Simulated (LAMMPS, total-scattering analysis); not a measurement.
**zinc-blende solid solution (Hg0.37,Cd0.63)Te on heating**

The crystal is built from its structure type, relaxed with the potential and heated at zero pressure by classical molecular dynamics (LAMMPS) with the Stillinger-Weber II-VI potential (Zhou et al., Phys. Rev. B 88, 085309 (2013)); 512 atoms (Cd 31.4, Hg 18.6, Te 50.0 atom %). Uiso is the variance of an atom's position about its mean, per direction. The dynamics are classical, so there is no zero-point motion. Distances and their variances come from the pair functions; G(r) = 4πrρ₀[g(r) − 1], where it appears, has X-ray or neutron weights and the resolution of a Lorch transform up to 30 Å⁻¹. All values are simulated. The potential was fitted to tetrahedral crystals; it favours four neighbours in the liquid and keeps the solid to temperatures at which the real compounds have long melted or sublimed.

| T (K) | state | cell edges (Å) | Uiso Cd (Å²) | Uiso Hg (Å²) | Uiso Te (Å²) | Cd–Te mean (Å) | its variance (Å²) | density (g/cm³) |
| --- | --- | --- | --- | --- | --- | --- | --- | --- |
| 200 | crystalline | 6.480 | 0.0065 | 0.0072 | 0.0068 | 2.811 | 0.0029 | 6.658 |
| 300 | crystalline | 6.484 | 0.0096 | 0.0107 | 0.0099 | 2.815 | 0.0044 | 6.646 |
| 1200 | crystalline | 6.521 | 0.0515 | 0.0642 | 0.0569 | 2.852 | 0.0208 | 6.534 |
| 1380 | crystalline | 6.531 | 0.0597 | 0.0761 | 0.0677 | 2.861 | 0.0241 | 6.504 |
| 2090 | liquid | - | - | - | - | - | - | 5.262 |

In the harmonic range U = 3ħ²T/(M k θ²), a line through the origin. The rows at 200 and 300 K give, as effective values by element: Cd 3.21×10⁻⁵ Å²/K, θ = 201 K; Hg 3.57×10⁻⁵ Å²/K, θ = 142 K; Te 3.34×10⁻⁵ Å²/K, θ = 185 K. At 300 K the first Cd–Te peak has variance 0.0044 Å², against 0.0195 Å² for independent atoms: neighbours move together (and where motion is anisotropic, less along the bond than Uiso suggests), which is what the δ₁ term models in PDF fits at high temperature. In a solid solution the peak also holds static size disorder, which Uiso about each atom's own mean leaves out. The mean volume expansion between 200 and 1380 K is 20×10⁻⁶ K⁻¹. At 1380 K, B = 8π²U = 6.01 Å² for Hg, which damps this element's own term in Bragg intensity at Q = 6 Å⁻¹ to 6 %, and √(3U) is 0.17 of its nearest peak distance (Hg–Te, 2.82 Å). By 2090 K the order is gone and the mean density is 5.262 g/cm³, which averages over the melting if that fell inside the sampled stretch; a perfect periodic crystal superheats, so the model's melting point lies below the temperature at which it collapsed.

**Question.** At one more temperature the first peak has mean 2.831 Å and variance 0.0114 Å², and the X-ray G(r) has maxima 2.81 (3.4), 4.60 (3.4), 5.39 (1.8), 7.06 (0.5), 8.01 (2.6). What temperature, and what Uiso?

The variance interpolates to about 690 K; the run was at 750 K, with Uiso Cd 0.0267, Hg 0.0307, Te 0.0289 Å².
